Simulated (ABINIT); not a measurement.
# Ca2Si (Fm-3m): G0W0 in ABINIT against the bands in the screening, part 2 of 2

Wanted: the cheapest bands in the screening that holds the gap of Ca2Si (Fm-3m).

ABINIT 10.8.3; LDA and many-body steps on it, plane waves. Known limits of the many-body steps: not at the basis limit; mesh may overstate the screening; coarse k mesh.

So far. Step 2 (Screening, 2×2×2 mesh, 20 bands, screening to 106.1 eV): Local fields lower ε∞ by 28 %. On a Γ-centred mesh this coarse the value itself is usually too large, while a short band sum pulls it down. Step 3 (20 bands): The gap on the mesh goes from 0.51 eV to 1.30 eV, a correction of +0.79 eV.

### Step 5. 49 bands

This step: G0W0 on LDA, plane waves, norm-conserving pseudopotentials.

run.abi

```
acell 3*1.0 Angstrom
rprim 
  -0.000000000000 3.585232820000 3.585232820000
  3.585232820000 -0.000000000000 3.585232820000
  3.585232820000 3.585232820000 -0.000000000000
ntypat 2
znucl 20 14
natom 3
typat 1 1 2
xred 
  0.750000000000 0.750000000000 0.750000000000
  0.250000000000 0.250000000000 0.250000000000
  0.000000000000 0.000000000000 0.000000000000
pp_dirpath "pseudos"
pseudos "Ca.upf, Si.upf"
ecut 30
ngkpt 2 2 2
nshiftk 1
shiftk 0 0 0
kptopt 1
chksymbreak 0
istwfk *1
occopt 1
irdwfk 1
optdriver 4
nband 49
gwcalctyp 0
ecutsigx 30
symsigma 1
nkptgw 2
kptgw 
  0.5000000000 0.5000000000 0.0000000000
  0.0000000000 0.0000000000 0.0000000000
bdgw 
  11 14
  10 15
ecuteps 3.9
irdscr 1
ppmodel 1
indata_prefix "in"
outdata_prefix "out"
tmpdata_prefix "tmp"
```

Run with:

```sh
$ OMP_NUM_THREADS=1 mpirun -n 4 abinit run.abi > log
```

Log:

```text
.Version 10.8.3 of ABINIT. v10.8.2 released Aug 2026.

 Symmetries : space group Fm -3 m (#225); Bravais cF (face-center cubic)
[... echo of the input left out ...]
== DATASET  1 ==================================================================
-   mpi_nproc: 4, omp_nthreads: 1 (-1 if OMP is not activated)

--- !DatasetInfo
iteration_state: {dtset: 1, }
dimensions: {natom: 3, nkpt: 3, mband: 49, nsppol: 1, nspinor: 1, nspden: 1, mpw: 4910, }
cutoff_energies: {ecut:  30.0, pawecutdg:  -1.0, }
electrons: {nelect:   2.40000000E+01, charge:   0.00000000E+00, occopt:   1.00000000E+00, tsmear:   1.00000000E-02, }

 SIGMA: Calculation of the GW corrections

 Based on a program developped by R.W. Godby, V. Olevano, G. Onida, and L. Reining.
 Incorporated in ABINIT by V. Olevano, G.-M. Rignanese, and M. Torrent.
.Using double precision arithmetic ; gwpc =  8

[... cell and pseudopotentials left out ...]
--------------------------------------------------------------------------------

 ==== K-mesh for the wavefunctions ====
 Number of points in the irreducible wedge :     3
[... list of points left out ...]
 Together with 48 symmetry operations and time-reversal symmetry
 yields     8 points in the full Brillouin Zone.

 ==== Q-mesh for screening function ====
 Number of points in the irreducible wedge :     3
[... list of points left out ...]
 Together with 48 symmetry operations and time-reversal symmetry
 yields     8 points in the full Brillouin Zone.

 vcoul_init : cutoff-mode = AUXILIARY_FUNCTION
 q-points for optical limit:   1
     1)      0.000010    0.000020    0.000030
 setmesh: FFT mesh size selected  =    48x   48x   48
          total number of points  =       110592

 Number of electrons calculated from density =   24.0000; Expected =   24.0000
[...]
number of omega for Sigma on real axis              0
 max omega for Sigma on real axis  [eV]           0.00
 zcut for avoiding poles [eV]                     0.10

 EPSILON^-1 parameters (SCR file):
 dimension of the eps^-1 matrix on file            259
 dimension of the eps^-1 matrix used               259
 number of plane-waves for wavefunctions          4909
 number of bands                                    49
 number of q-points in IBZ                           3
 number of frequencies                               2
 number of real frequencies                          1
 number of imag frequencies                          1

 matrix elements of self-energy operator (all in [eV])

 Perturbative Calculation

--- !SelfEnergy_ee
iteration_state: {dtset: 1, }
kpoint     : [   0.500,    0.500,    0.000, ]
spin       : 1
KS_gap     :    0.509
QP_gap     :    1.042
Delta_QP_KS:    0.533
data: !SigmaeeData |
     Band     E0 <VxcDFT>   SigX SigC(E0)      Z dSigC/dE  Sig(E)    E-E0       E
       11   3.544  -9.945 -11.419   1.681   0.753  -0.327  -9.789   0.156   3.700
       12   3.544  -9.945 -11.419   1.681   0.753  -0.327  -9.789   0.156   3.700
       13   4.053  -8.148  -3.922  -3.337   0.775  -0.290  -7.459   0.689   4.742
[...]
--- !SelfEnergy_ee
iteration_state: {dtset: 1, }
kpoint     : [   0.000,    0.000,    0.000, ]
spin       : 1
KS_gap     :    2.037
QP_gap     :    2.134
Delta_QP_KS:    0.097
data: !SigmaeeData |
     Band     E0 <VxcDFT>   SigX SigC(E0)      Z dSigC/dE  Sig(E)    E-E0       E
[...]
14   5.307 -11.657  -5.687  -3.925   0.761  -0.315 -10.102   1.555   6.862
       15   5.307 -11.657  -5.687  -3.925   0.761  -0.315 -10.102   1.555   6.862

== END DATASET(S) ==============================================================
================================================================================

 -outvars: echo values of variables after computation  --------
           etotal      0.0000000000E+00
            nband          49
             nkpt           3
          spgroup         225
 [... the other variables as echoed above ...]

 Calculation completed.
```

It took 4.3 s on 4 MPI ranks of Arm Neoverse V1, shared host; peak memory 0.61 GiB.

This step gave:

| Quantity | Value |
| --- | --- |
| G0W0 gap on the points computed | 1.042 eV |
| starting gap on the mesh | 0.5088 eV |
| k of the valence top | 0.5, 0.5, 0 |
| k of the conduction bottom | 0.5, 0.5, 0 |
| Z at the valence top | 0.753 |
| Z at the conduction bottom | 0.775 |
| least direct G0W0 gap on the computed points | 1.042 eV |

Against the run before, the gap moves by −0.254 eV.

### Step 6. Screening, 2×2×2 mesh, 99 bands, screening to 106.1 eV

This step: RPA screening on LDA, plane waves, norm-conserving pseudopotentials.

run.abi, as its differences from that of step 5:

```diff
@@ -24,17 +24,8 @@
 irdwfk 1
-optdriver 4
-nband 49
-gwcalctyp 0
-ecutsigx 30
-symsigma 1
-nkptgw 2
-kptgw 
-  0.5000000000 0.5000000000 0.0000000000
-  0.0000000000 0.0000000000 0.0000000000
-bdgw 
-  11 14
-  10 15
+optdriver 3
+nband 99
 ecuteps 3.9
-irdscr 1
-ppmodel 1
+inclvkb 2
+awtr 1
+symchi 1
 indata_prefix "in"
```

Log:

```text
.Version 10.8.3 of ABINIT. v10.8.2 released Aug 2026.

 Symmetries : space group Fm -3 m (#225); Bravais cF (face-center cubic)
[... echo of the input left out ...]
== DATASET  1 ==================================================================
-   mpi_nproc: 4, omp_nthreads: 1 (-1 if OMP is not activated)

--- !DatasetInfo
iteration_state: {dtset: 1, }
dimensions: {natom: 3, nkpt: 3, mband: 99, nsppol: 1, nspinor: 1, nspden: 1, mpw: 4910, }
cutoff_energies: {ecut:  30.0, pawecutdg:  -1.0, }
[...]
--------------------------------------------------------------------------------
[... chi0 elements left out ...]
 For q-point:  0.000010 0.000020 0.000030
  dielectric constant =  68.5182
  dielectric constant without local fields =  90.5884

  Average fulfillment of the sum rule on Im[epsilon] for q-point    1 :     64.73  [%]
[... wings left out ...]
  q-point number  2        q = ( 0.500000, 0.000000, 0.000000) [r.l.u.]
--------------------------------------------------------------------------------
[... chi0 elements left out ...]
  Average fulfillment of the sum rule on Im[epsilon] for q-point    2 :     69.54  [%]

 [... 1 further q-points ...]
```

Wall time 5.7 s (4 MPI ranks); peak memory 0.52 GiB; 22 s of CPU time.

Numbers from this step:

- ε∞ with local fields, on this mesh, along the program's q direction: 68.52
- the same without local fields: 90.59
- plasma frequency: 18.95 eV
- plane waves in the screening matrix: 259

### Step 7. 99 bands

This step: G0W0 on LDA, plane waves, norm-conserving pseudopotentials.

run.abi, as its differences from that of step 6:

```diff
@@ -24,8 +24,17 @@
 irdwfk 1
-optdriver 3
-nband 99
+optdriver 4
+nband 49
+gwcalctyp 0
+ecutsigx 30
+symsigma 1
+nkptgw 2
+kptgw 
+  0.5000000000 0.5000000000 0.0000000000
+  0.0000000000 0.0000000000 0.0000000000
+bdgw 
+  11 14
+  10 15
 ecuteps 3.9
-inclvkb 2
-awtr 1
-symchi 1
+irdscr 1
+ppmodel 1
 indata_prefix "in"
```

Log:

```text
.Version 10.8.3 of ABINIT. v10.8.2 released Aug 2026.

 Symmetries : space group Fm -3 m (#225); Bravais cF (face-center cubic)
[... echo of the input left out ...]
== DATASET  1 ==================================================================
-   mpi_nproc: 4, omp_nthreads: 1 (-1 if OMP is not activated)

--- !DatasetInfo
iteration_state: {dtset: 1, }
dimensions: {natom: 3, nkpt: 3, mband: 49, nsppol: 1, nspinor: 1, nspden: 1, mpw: 4910, }
cutoff_energies: {ecut:  30.0, pawecutdg:  -1.0, }
[...]
Band     E0 <VxcDFT>   SigX SigC(E0)      Z dSigC/dE  Sig(E)    E-E0       E
[...]
14   5.307 -11.657  -5.687  -4.006   0.761  -0.314 -10.162   1.495   6.802
       15   5.307 -11.657  -5.687  -4.006   0.761  -0.314 -10.162   1.495   6.802

== END DATASET(S) ==============================================================
================================================================================

 -outvars: echo values of variables after computation  --------
           etotal      0.0000000000E+00
            nband          49
             nkpt           3
          spgroup         225
 [... the other variables as echoed above ...]

 Calculation completed.
```

Run time: 4.3 s. Hardware: 4 MPI ranks; peak memory 0.61 GiB.

Numbers from this step:

- G0W0 gap on the points computed: 1.039 eV
- starting gap on the mesh: 0.5088 eV
- k of the valence top: 0.5, 0.5, 0
- k of the conduction bottom: 0.5, 0.5, 0
- least direct G0W0 gap on the computed points: 1.039 eV

Against the run before, the gap moves by −0.003 eV.

### Step 8. Side by side

Times are wall times on 4 MPI ranks of Arm Neoverse V1, shared host, good to a factor of about two. A run's time includes the screening step that it read.

```
     run   mesh  bands  screening cutoff (eV)  DFT gap (eV)  gap on the mesh (eV)  direct (eV)  ε∞ used   time
20 bands  2×2×2     49                  106.1         0.509                 1.296        1.296    64.63  7.1 s
49 bands  2×2×2     49                  106.1         0.509                 1.042        1.042    68.23  8.2 s
99 bands  2×2×2     49                  106.1         0.509                 1.039        1.039    68.52   10 s
```

### Step 9. Outcome

```yaml
20_bands: 1.296 eV
49_bands: 1.042 eV
99_bands: 1.039 eV
known_limits: not at the basis limit; mesh may overstate the screening; coarse k mesh
```

In words: The setting moved: bands in the screening. From 20 bands to 99 bands the gap moves by −0.26 eV. It holds to 0.03 eV from 49 bands on. Bands and screening cutoff are coupled, so a series along one setting does not show full convergence. Bands and cutoff are finite, so the gap is not at the basis limit. The miss can reach some tenths of an eV and take either sign; the mesh is an error of its own. In the first G0W0 run levels were corrected at 2 k points alone, so a gap called «on the mesh» is the least over those, and an edge elsewhere would be missed. The 2×2×2 mesh is coarse for this cell, which bears on the long-range parts of exchange and screening. The RPA ε∞ on this mesh reaches over 25; with a narrow direct gap a coarse mesh can overstate it, and the correction is then too small.

[Paths, hosts, dates, memory and timing lines, banners, echoed tables and standing remarks are left out of the program output.]

[Logs are printed without paths, hosts, clocks, repeated set-up lines and the standing remarks that a program may print on its own settings, such as how far it seeks lower states.]

[Runs of the session that timed out or met a known fault of the program may be left out.]

[No measured gap is set beside runs whose start may be inverted or whose files or cutoffs have a known fault.]

[Hosts, paths, dates, database ids (printed as entryN), source tags and the programs' standing remarks are cut or masked in the printed files.]

[G0W0 gaps are taken among the corrected bands and points alone; a level outside them can change the order at an edge.]

[Where Ansatz stands beside ABINIT at settings called matched, ABINIT's density can come from a denser mesh and the files from another edition; pairs whose starting gaps differed by over 0.03 eV were left out, so agreement reads better than it is.]
